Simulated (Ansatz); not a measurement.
**How Al (Aluminum, Fm-3m) expands on warming**

Aim: the lattice, expansion, heat capacity and bulk modulus of Aluminum as it warms.

What experiment has found for this phase:
- volume expansion coefficient 69 1e-6/K and heat capacity C_P per formula unit 24.2 J/mol/K near room temperature (given in “High-Throughput Prediction of Finite-Temperature Properties using the Quasi-Harmonic Approximation”, 2016, arXiv:1603.06924)

Main program and level: Ansatz 0.2.0; DFT LDA, scalar-relativistic, plane waves, PAW, in the first sound run; inputs show where later runs differ.

## Step 1: The structure

Symmetry: Fm-3m, No. 225, cubic system. The conventional cell has a = 4.050 Å, b = 4.050 Å, c = 4.050 Å, α = 90.00°, β = 90.00°, γ = 90.00°. Al has 12 Al at 2.86 Å nearest.

As a file:

```cif
data_structure
_symmetry_space_group_name_H-M 'Fm-3m'
_symmetry_Int_Tables_number 225
_cell_length_a 4.0496
_cell_length_b 4.0496
_cell_length_c 4.0496
_cell_angle_alpha 90.000
_cell_angle_beta 90.000
_cell_angle_gamma 90.000
_cell_volume 66.41
loop_
_atom_site_label
_atom_site_type_symbol
_atom_site_symmetry_multiplicity
_atom_site_Wyckoff_symbol
_atom_site_fract_x
_atom_site_fract_y
_atom_site_fract_z
_atom_site_occupancy
Al1 Al 4 a 0.00000 0.00000 0.00000 1
```

## Step 2: A first coarse run

A cheap single point shows whether the cell is a metal or an insulator and how far it is from rest; that sets the k-mesh and the occupations of what follows.

input.yaml

```yaml
crystal:
  lattice:
    - [0.0, 2.024805, 2.024805]
    - [2.024805, 0.0, 2.024805]
    - [2.024805, 2.024805, 0.0]
  atoms:
    - { symbol: Al, position: [0.0, 0.0, 0.0] }
kpoints:
  mp_grid: { grid: [8, 8, 8] }
hamiltonian:
  xc: lda
scf:
  occupations: { method: gaussian, width: 0.1 }
output:
  forces: true
  stress: true
  eigenvalues: true
```

Started as:

```console
$ ansatz run input.yaml --threads 4 --pin off --max-ram 8192MiB --backend cpu --events-out ev --progress --plain --runs-dir out
```

Numbers of over 12 decimals in the logs are rounded to 6 here.

Log:

```text
Engine: ansatz 0.2.0, aarch64-unknown-linux-gnu
Pseudopotentials: kind: paw
Pseudopotential: Al, paw, valence charge 3, recommended cutoff 420 eV (normal), Al.paw.azcp
Functional definition: SPW92
  exchange = slater_x
  correlation = pw_c
Crystal: 1 atoms, lattice volume = 16.603 Å³
Basis set: ecut = 420 eV, 331 PW (Γ)
Bands: 6, of which v1, the nominal top of the filled ones, is band 2 counted from 1 (1 counted from 0)
Symmetry: 48 space group operations
Space group: Fm-3m (ITA 225), of the structure as read, at distance tolerance 2.6e-5 Å
k-points: 29 of 512
Non-local potential: Al, projectors of the file, l = 0: 2, l = 1: 2, l = 2: 1
PAW form: soft (Blöchl's): semilocal exchange-correlation on the pseudo side does not see the compensation charge
PAW frozen core: Al, regenerated for the run's functional, and the local potential with it (the file was generated under x = pbe(κ = 0.804, μ = 0.219515), c = pbe(β = 0.066725))
PAW one-centre angular grid: Al, 110 points (default); XC on 64 Gauss nodes
Initial density: superposition of atomic densities (neutral atoms: chi_scale 0, normalization atom), corrected by the library's trained network
Initial wavefunctions: pseudopotential atomic-orbital guess
Functional: x = slater, c = lda
SCF iter   1: F=—  HF=-512.864611 eV  |F-HF|=—  |Δ(HF+E_count)|=         —  Δρ=3.43e-3  dr2=2.00e-3  ethr=1.77e-3  ⟨swp⟩=4.7  Hψ=1515  notcnv=0
preconditioner: auto → none  [insulator: Δε(μ)=0.435 eV  Ē_g=13.065 eV  σ=0.100 eV  W_gap=0.86  n_scr=0 (ndim 8)  ℏωp=15.8 eV  f_vac=0.000  D(μ)=0.61/eV (n_scr^D=0)  ε∞_Penn≈2.5]
SCF iter   2: F=—  HF=-512.863936 eV  |F-HF|=—  |Δ(HF+E_count)|=   6.75e-4  Δρ=1.54e-3  dr2=3.88e-4  ethr=6.67e-5  ⟨swp⟩=1.0  Hψ=406  notcnv=0
SCF iter   3: F=—  HF=-512.863783 eV  |F-HF|=—  |Δ(HF+E_count)|=   1.54e-4  Δρ=4.12e-5  dr2=1.28e-7  ethr=1.29e-5  ⟨swp⟩=1.9  Hψ=194  notcnv=0
SCF iter   4: F=—  HF=-512.863783 eV  |F-HF|=—  |Δ(HF+E_count)|=   3.50e-7  Δρ=4.65e-6  dr2=1.48e-9  ethr=4.26e-9  ⟨swp⟩=1.3  Hψ=173  notcnv=0
iter 5 did not close the SCF: its close was put off for the readings that it lacked (scf_convergence_deferred on its scf_iter line)
SCF iter   5: F=-512.863783 eV  HF=-512.863783 eV  |F-HF|=3.87e-12  |Δ(HF+E_count)|=  7.61e-10  Δρ=2.72e-7  dr2=4.43e-12  ethr=4.94e-11  ⟨swp⟩=2.1  Hψ=201  notcnv=0
SCF iter   6: F=-512.863783 eV  HF=-512.863783 eV  |F-HF|=0.00e0  |Δ(HF+E_count)|=  3.41e-12  Δρ=1.09e-8  dr2=2.03e-14  ethr=1.00e-12  ⟨swp⟩=2.4  Hψ=622  notcnv=0
SCF 1 converged in 6 iterations: F = -512.863783 eV  dr2 = 2.03e-14
  greatest PAW one-centre occupation: 0.456 electrons in one spin orbital (limit 2), on the Al atom at site 0 (counted from 0), in its partial waves of l = 0
SCF converged after 6 iterations
Free energy (F): -512.863783 eV
Harris-Foulkes:  -512.863783 eV  (|F-HF|=0.00e0)
Internal energy: -512.860717 eV  (E = F + TS)
E sigma→0 (E₀):  -512.862250 eV
Entropy (-TS):   -0.003066 eV (-3.066 meV/atom)
Fermi energy:    7.734554 eV
--- Per-component energies (eV) ---
  E_band       = 9.865553
  E_kinetic    = 22.771358
  E_local      = 9.160110  (includes V_loc(G=0)·N_el)
  E_nonlocal   = 10.922078
  E_hartree    = 0.105317
  E_xc         = -39.285954
  E_vxc        = -29.237034  (∫ρ·V_xc dr)
  E_paw        = -443.226285  (= ΣΔE_a)
  E_vpaw       = -3.961587  (= ΣTr[D̂ρ^β])
  E_aug_tail   = -0.000004  (compensation charges beyond the density's cutoff)
  E_ewald      = -73.363052
  E_core_change = 0.055717  (= ΣΔE_core)
  E_smearing   = -0.003066  (= −TS)
  E_closure    = 0.000000  (closes the sum)
  Σ components = -512.863783   (vs F -512.863783, Δ=0.00e0)
--- Forces (eV/Å), atoms counted from 1 ---
  atom   1  Al     0.00000000     0.00000000     0.00000000
  max |Σ_I F_I| component: 5.96e-32 eV/Å
--- Stress (GPa, compression-positive) ---
       -3.725002      -0.000000       0.000000
       -0.000000      -3.725002       0.000000
        0.000000      -0.000000      -3.725002
  P = ⅓ Tr σ = -3.7250 GPa (-37.250 kbar)
--- Band table (eV; the first three rows and the last of 29) ---
  k-point 0: bands = ["-3.3793", "20.1009", "20.1009", "20.1009", "21.4883", "21.4883"]
  k-point 1: bands = ["-2.9579", "15.8901", "19.1588", "19.1588", "22.2265", "22.9848"]
  k-point 2: bands = ["-1.7010", "11.0773", "18.4049", "18.4049", "21.9075", "22.1517"]
  k-point 28: bands = ["6.8589", "6.8589", "7.8920", "8.6309", "23.2824", "23.2824"]
```

It took 0.24 s on 4 threads of Arm Neoverse V1, shared host; peak memory 0.23 GiB; 0.45 s of CPU time.

Reading the cycles: dr2 is the Hartree energy of the density residual (eV), the measure of convergence; HF is the Harris–Foulkes estimate of the energy, which meets the free energy F at convergence.

This step gave:

- pressure: -3.725 GPa
- volume per atom: 16.60 Å³
- gap on the k-mesh: 0 eV

The start is under -3.7 GPa at this level and looks like a metal on this mesh.

## Step 3: Relaxation

Phonons are second derivatives about a minimum, so cell and atoms are relaxed first, inside the symmetry of the start.

input.yaml, the sections that differ from step 2:

```yaml
kpoints:
  mp_grid: { grid: [18, 18, 18] }
output:
  forces: true
  stress: true
  eigenvalues: true
  write_density: true
  write_potential: true
  elf: true
  volumetric_format: npy
relax:
  adjacent_minimum: "off"
  f_tol: 0.005
  max_steps: 80
  cell: { stress_tol: 0.05 }
# crystal, hamiltonian, scf: as in step 2
```

Log:

```text
[...]
Crystal: 1 atoms, lattice volume = 16.603 Å³
Basis set: ecut = 420 eV, 331 PW (Γ)
Bands: 6, of which v1, the nominal top of the filled ones, is band 2 counted from 1 (1 counted from 0)
Symmetry: 48 space group operations
[...]
k-points: 195 of 5832
[...]
SCF iter   1: F=—  HF=-512.867571 eV  |F-HF|=—  |Δ(HF+E_count)|=         —  Δρ=3.33e-3  dr2=1.78e-3  ethr=1.77e-3  ⟨swp⟩=4.8  Hψ=10254  notcnv=0
[...]
SCF iter   6: F=-512.866835 eV  HF=-512.866835 eV  |F-HF|=1.14e-13  |Δ(HF+E_count)|=  4.55e-13  Δρ=2.18e-8  dr2=5.67e-14  ethr=1.00e-12  ⟨swp⟩=4.5  Hψ=4524  notcnv=0
SCF 1 converged in 6 iterations: F = -512.866835 eV  dr2 = 5.67e-14
[...]
relax step   1: F+E_penalty+E_count = -512.86683471 eV  Δ(F+E_penalty+E_count) = +0.000e0 eV  max|allowed force component| = 0.000e0 eV/Å  Δτ_max = 0.0000 Å  P = -3.643 GPa  Ω = 16.603 Å³  (6 SCF iters, accepted)
Crystal: 1 atoms, lattice volume = 15.722 Å³
[...]
iter 1 solved again at ethr=1.19e-5 eV; its pass at ethr=3.10e-3 eV (dr2=3.57e-4 eV) is discarded
[...]
SCF iter   4: F=-512.876483 eV  HF=-512.876483 eV  |F-HF|=9.85e-11  |Δ(HF+E_count)|=   2.18e-9  Δρ=9.77e-7  dr2=7.13e-11  ethr=3.61e-10  ⟨swp⟩=3.9  Hψ=3898  notcnv=0
SCF 2 converged in 4 iterations: F = -512.876483 eV  dr2 = 7.13e-11
[...]
relax step   2: F+E_penalty+E_count = -512.87648305 eV  Δ(F+E_penalty+E_count) = -9.648e-3 eV  max|allowed force component| = 0.000e0 eV/Å  Δτ_max = 0.0000 Å  P = +0.472 GPa  Ω = 15.722 Å³  energy of the carried Pulay correction = +4.040e-4 eV  (4 SCF iters, dr2 threshold 1.00e-7 eV, accepted)
Crystal: 1 atoms, lattice volume = 15.818 Å³
[...]
SCF iter   3: F=-512.876567 eV  HF=-512.876567 eV  |F-HF|=2.15e-11  |Δ(HF+E_count)|=   1.57e-6  Δρ=1.05e-6  dr2=1.20e-10  ethr=3.33e-9  ⟨swp⟩=5.1  Hψ=4267  notcnv=0
SCF 3 converged in 3 iterations: F = -512.876567 eV  dr2 = 1.20e-10
relax step   3: F+E_penalty+E_count = -512.87656723 eV  Δ(F+E_penalty+E_count) = -8.418e-5 eV  max|allowed force component| = 0.000e0 eV/Å  Δτ_max = 0.0000 Å  P = -0.038 GPa  Ω = 15.818 Å³  energy of the carried Pulay correction = +3.588e-4 eV  (3 SCF iters, dr2 threshold 1.00e-7 eV, accepted)
[...]
relax step   4: F+E_penalty+E_count = -512.87629626 eV  Δ(F+E_penalty+E_count) = +2.710e-4 eV  max|allowed force component| = 0.000e0 eV/Å  Δτ_max = 0.0000 Å  P = -0.074 GPa  Ω = 15.818 Å³  stress off target by 7.41e-2 GPa  SCF on the basis re-selected at this cell (its energy is not comparable with the rows above)  (3 SCF iters)
[...]
relax step   5: F+E_penalty+E_count = -512.87630632 eV  Δ(F+E_penalty+E_count) = -1.006e-5 eV  max|allowed force component| = 0.000e0 eV/Å  Δτ_max = 0.0000 Å  P = -0.001 GPa  Ω = 15.804 Å³  energy of the carried Pulay correction = +6.775e-6 eV  (3 SCF iters, accepted)
[...]
SCF iter   2: F=-512.876295 eV  HF=-512.876295 eV  |F-HF|=2.91e-11  |Δ(HF+E_count)|=  7.17e-11  Δρ=5.80e-7  dr2=4.87e-12  ethr=1.00e-12  ⟨swp⟩=3.9  Hψ=5458  notcnv=0
SCF 6 converged in 2 iterations: F = -512.876295 eV  dr2 = 4.87e-12
relax step   6: F+E_penalty+E_count = -512.87629496 eV  Δ(F+E_penalty+E_count) = +1.136e-5 eV  max|allowed force component| = 0.000e0 eV/Å  Δτ_max = 0.0000 Å  P = -0.002 GPa  Ω = 15.804 Å³  stress off target by 1.89e-3 GPa  SCF on the basis re-selected at this cell (its energy is not comparable with the rows above)  (2 SCF iters)
[...]
SCF converged after 2 iterations
Free energy (F): -512.876295 eV
[...]
Internal energy: -512.873311 eV  (E = F + TS)
E sigma→0 (E₀):  -512.874803 eV
Entropy (-TS):   -0.002984 eV (-2.984 meV/atom)
Fermi energy:    8.179950 eV
[...]
--- Stress (GPa, compression-positive) ---
       -0.001890       0.000000       0.000000
        0.000000      -0.001890       0.000000
        0.000000       0.000000      -0.001890
  P = ⅓ Tr σ = -0.0019 GPa (-0.019 kbar)
--- Band table (eV; the first three rows and the last of 195) ---
[...]
--- Relaxed structure (4 steps of the walk, 4 accepted, 2 SCFs on fresh bases) ---
  F+E_penalty+E_count = -512.87629496 eV   max|allowed force component| = 0.000e0 eV/Å   (the final SCF, on the basis selected at the relaxed cell)
  cell:  # Å, volume = 15.8042 Å³
    - [0, 1.991810, 1.991810]
    - [1.991810, 0, 1.991810]
    - [1.991810, 1.991810, 0]
  atoms:
    - { symbol: Al, position: [0.0, 0.0, 0.0] }
```

Wall time 2.7 s (4 threads); peak memory 0.28 GiB; 9.4 s of CPU time.

The steps of the relaxation:

| step | energy less that of the first step (eV) | largest force component (eV/Å) | pressure (GPa) | volume (Å³) |
| --- | --- | --- | --- | --- |
| 1 | 0.0000 | 0.0000 | -3.64 | 16.60 |
| 2 | -0.0096 | 0.0000 | 0.47 | 15.72 |
| 3 | -0.0097 | 0.0000 | -0.04 | 15.82 |
| 4* | -0.0095 | 0.0000 | -0.07 | 15.82 |
| 5 | -0.0095 | 0.0000 | 0.00 | 15.80 |
| 6* | -0.0095 | 0.0000 | 0.00 | 15.80 |

Relaxation steps marked * repeat the geometry before them on a plane-wave basis chosen anew for their cell, so energy and pressure can jump there.

| conventional cell, symmetrised | before | after | change |
| --- | --- | --- | --- |
| a (Å) | 4.050 | 3.984 | -1.6 % |
| b (Å) | 4.050 | 3.984 | -1.6 % |
| c (Å) | 4.050 | 3.984 | -1.6 % |
| volume (Å³/atom) | 16.60 | 15.80 | -4.8 % |

Final coordinates:

```cif
data_structure
_symmetry_space_group_name_H-M 'P 1'
_symmetry_Int_Tables_number 1
_cell_length_a 2.8168
_cell_length_b 2.8168
_cell_length_c 2.8168
_cell_angle_alpha 60.000
_cell_angle_beta 60.000
_cell_angle_gamma 60.000
_cell_volume 15.80
loop_
_atom_site_label
_atom_site_type_symbol
_atom_site_fract_x
_atom_site_fract_y
_atom_site_fract_z
_atom_site_occupancy
Al1 Al 0.00000 0.00000 0.00000 1
```

This step gave:

* pressure: -0.001890 GPa
* volume per atom: 15.80 Å³

Electrostatic potential energy in the ac plane of the conventional cell at fractional y = 0.000, with atoms of Al within 0.2 Å of it. With pseudopotentials it is smooth inside the atoms' cores, unlike the true potential.

Values in eV, 14 rows by 14 columns, each cell a mean:
```
  2  -5 -10  -2   6   9  10  10  10   8   4  -7  -9  -1
 -8 -10  -7   2   7   9   9   9   9   8   5  -2  -9  -9
 -8  -5   0   5   7   7   6   6   6   7   7   3  -2  -7
  3   4   6   7   5   2  -2  -3  -1   3   6   7   5   4
  8   8   8   6   0  -7 -10 -10 -10  -5   3   7   8   8
 10  10   8   4  -5 -10  -5  -2  -7 -10  -1   6   9  10
 10  10   8   3  -8  -8   2   5  -2 -10  -3   6   9  10
 10  10   8   4  -7  -9  -1   2  -5 -10  -2   6   9  10
  9   9   8   5  -2  -9  -9  -8 -10  -7   2   7   9   9
  6   6   7   7   3  -2  -7  -8  -5   0   5   7   7   6
 -3  -1   3   6   7   5   4   3   4   6   7   5   2  -2
-10 -10  -5   3   7   8   8   8   8   8   6   0  -7 -10
 -2  -7 -10  -1   6   9  10  10  10   8   4  -5 -10  -5
  5  -2 -10  -3   6   9  10  10  10   8   3  -8  -8   2
```
Columns run along a (4.0 Å; values clipped at the 3rd and 97th percentile), rows up along c (4.0 Å), edges of the conventional cell, whose origin can differ from the input's. Atoms in or near the plane, at fractional coordinates: Al at (0.00, 0.00), Al at (0.50, 0.50).

Valence density in the ac plane of the conventional cell at fractional y = 0.000, with atoms of Al within 0.2 Å of it. It is the smooth field of the valence electrons, not physical close to the nuclei.

Values in e/Å³, 14 rows by 14 columns, each cell a mean:
```
0.07 0.09 0.16 0.21 0.18 0.15 0.13 0.13 0.14 0.16 0.20 0.19 0.13 0.08
0.12 0.15 0.20 0.22 0.19 0.16 0.15 0.15 0.15 0.17 0.20 0.22 0.18 0.13
0.19 0.20 0.22 0.22 0.20 0.19 0.18 0.18 0.18 0.19 0.21 0.22 0.22 0.19
0.20 0.20 0.20 0.21 0.22 0.22 0.21 0.20 0.21 0.22 0.21 0.21 0.20 0.20
0.16 0.17 0.18 0.20 0.22 0.20 0.16 0.15 0.18 0.21 0.22 0.19 0.17 0.16
0.13 0.14 0.17 0.20 0.20 0.15 0.09 0.08 0.11 0.18 0.21 0.18 0.15 0.14
0.12 0.13 0.16 0.20 0.19 0.12 0.07 0.07 0.08 0.15 0.20 0.18 0.15 0.13
0.13 0.14 0.16 0.20 0.19 0.13 0.08 0.07 0.09 0.16 0.21 0.18 0.15 0.13
0.15 0.15 0.17 0.20 0.22 0.18 0.13 0.12 0.15 0.20 0.22 0.19 0.16 0.15
0.18 0.18 0.19 0.21 0.22 0.22 0.19 0.19 0.20 0.22 0.22 0.20 0.19 0.18
0.20 0.21 0.22 0.21 0.21 0.20 0.20 0.20 0.20 0.20 0.21 0.22 0.22 0.21
0.15 0.18 0.21 0.22 0.19 0.17 0.16 0.16 0.17 0.18 0.20 0.22 0.20 0.16
0.08 0.11 0.18 0.21 0.18 0.15 0.14 0.13 0.14 0.17 0.20 0.20 0.15 0.09
0.07 0.08 0.15 0.20 0.18 0.15 0.13 0.12 0.13 0.16 0.20 0.19 0.12 0.07
```
Columns run along a (4.0 Å), rows up along c (4.0 Å), edges of the conventional cell, whose origin can differ from the input's. Atoms in or near the plane, at fractional coordinates: Al at (0.00, 0.00), Al at (0.50, 0.50).

ELF in the ac plane of the conventional cell at fractional y = 0.000, with atoms of Al within 0.2 Å of it. It is the smooth field of the valence electrons, not physical close to the nuclei.

Ten even steps from '_' (0.06) to '@' (0.62), each cell a mean:
```
____--####++----==**##**..__
__::**@@%%**++==++##%%%%==..
++##@@@@@@%%##**##%%@@@@%%**
##%%@@@@@@@@####%%@@@@@@%%##
++**##@@@@**--::==%%@@%%##**
--==**%%##::______==%%##++==
::--++##++____..__::##**==--
--==**##**..______--####++--
==++##%%%%==..__::**@@%%**++
**##%%@@@@%%**++##@@@@@@%%##
##%%@@@@@@%%####%%@@@@@@@@##
::==%%@@%%##**++**##@@@@**--
____==%%##++==--==**%%##::__
..__::##**==--::--++##++____
```
Columns run along a (4.0 Å), rows up along c (4.0 Å), edges of the conventional cell, whose origin can differ from the input's. Atoms in or near the plane, at fractional coordinates: Al at (0.00, 0.00), Al at (0.50, 0.50).

The relaxation ends with a pressure of 0.00 GPa.

## Step 4: Relaxing to small residual forces and stress

The thresholds are tightened for a last relaxation ahead of the phonons, and where mesh or smearing change with them the cell follows.

input.yaml

```yaml
crystal:
  lattice:
    - [0.0, 1.9918095697, 1.9918095697]
    - [1.9918095697, 0.0, 1.9918095697]
    - [1.9918095697, 1.9918095697, 0.0]
  atoms:
    - { symbol: Al, position: [0.0, 0.0, 0.0] }
kpoints:
  mp_grid: { grid: [20, 20, 20] }
hamiltonian:
  xc: lda
scf:
  occupations: { method: methfessel_paxton, width: 0.2 }
output:
  forces: true
  stress: true
  eigenvalues: true
relax:
  adjacent_minimum: "off"
  f_tol: 0.001
  max_steps: 60
  cell: { stress_tol: 0.01 }
```

Log:

```text
[...]
Crystal: 1 atoms, lattice volume = 15.804 Å³
Basis set: ecut = 420 eV, 331 PW (Γ)
Bands: 6, of which v1, the nominal top of the filled ones, is band 2 counted from 1 (1 counted from 0)
Symmetry: 48 space group operations
[...]
k-points: 256 of 8000
[...]
0.000000       0.000000      -0.000905
  P = ⅓ Tr σ = -0.0009 GPa (-0.009 kbar)
--- Band table (eV; the first three rows and the last of 256) ---
[...]
--- Relaxed structure (2 steps of the walk, 2 accepted, 1 SCFs on fresh bases) ---
[...]
cell:  # Å, volume = 15.7899 Å³
    - [0, 1.991205, 1.991205]
    - [1.991205, 0, 1.991205]
    - [1.991205, 1.991205, 0]
  atoms:
    - { symbol: Al, position: [0.0, 0.0, 0.0] }
[key lines of the parts left out:]
SCF converged after 3 iterations
Free energy (F): -512.877223 eV
Fermi energy:    8.247861 eV
```

Wall time 1.8 s (4 threads); peak memory 0.29 GiB.

Little changed from the start: no atom moved by 0.005 Å and no cell edge by 0.1 %.

Numbers from this step:

| Property | Result |
| --- | --- |
| pressure | -9.05e-4 GPa |
| volume per atom | 15.79 Å³ |

The residual pressure is -9.0e-4 GPa, small enough for phonons.

(Continued in part 2 of 4.)

[Logs are printed without paths, hosts, clocks, repeated set-up lines and the standing remarks that a program may print on its own settings, such as how far it seeks lower states.]

[Hosts, paths, dates, database ids (printed as entryN), source tags and the programs' standing remarks are cut or masked in the printed files.]

[A step with changed settings may run another functional than the one named; its input shows which.]
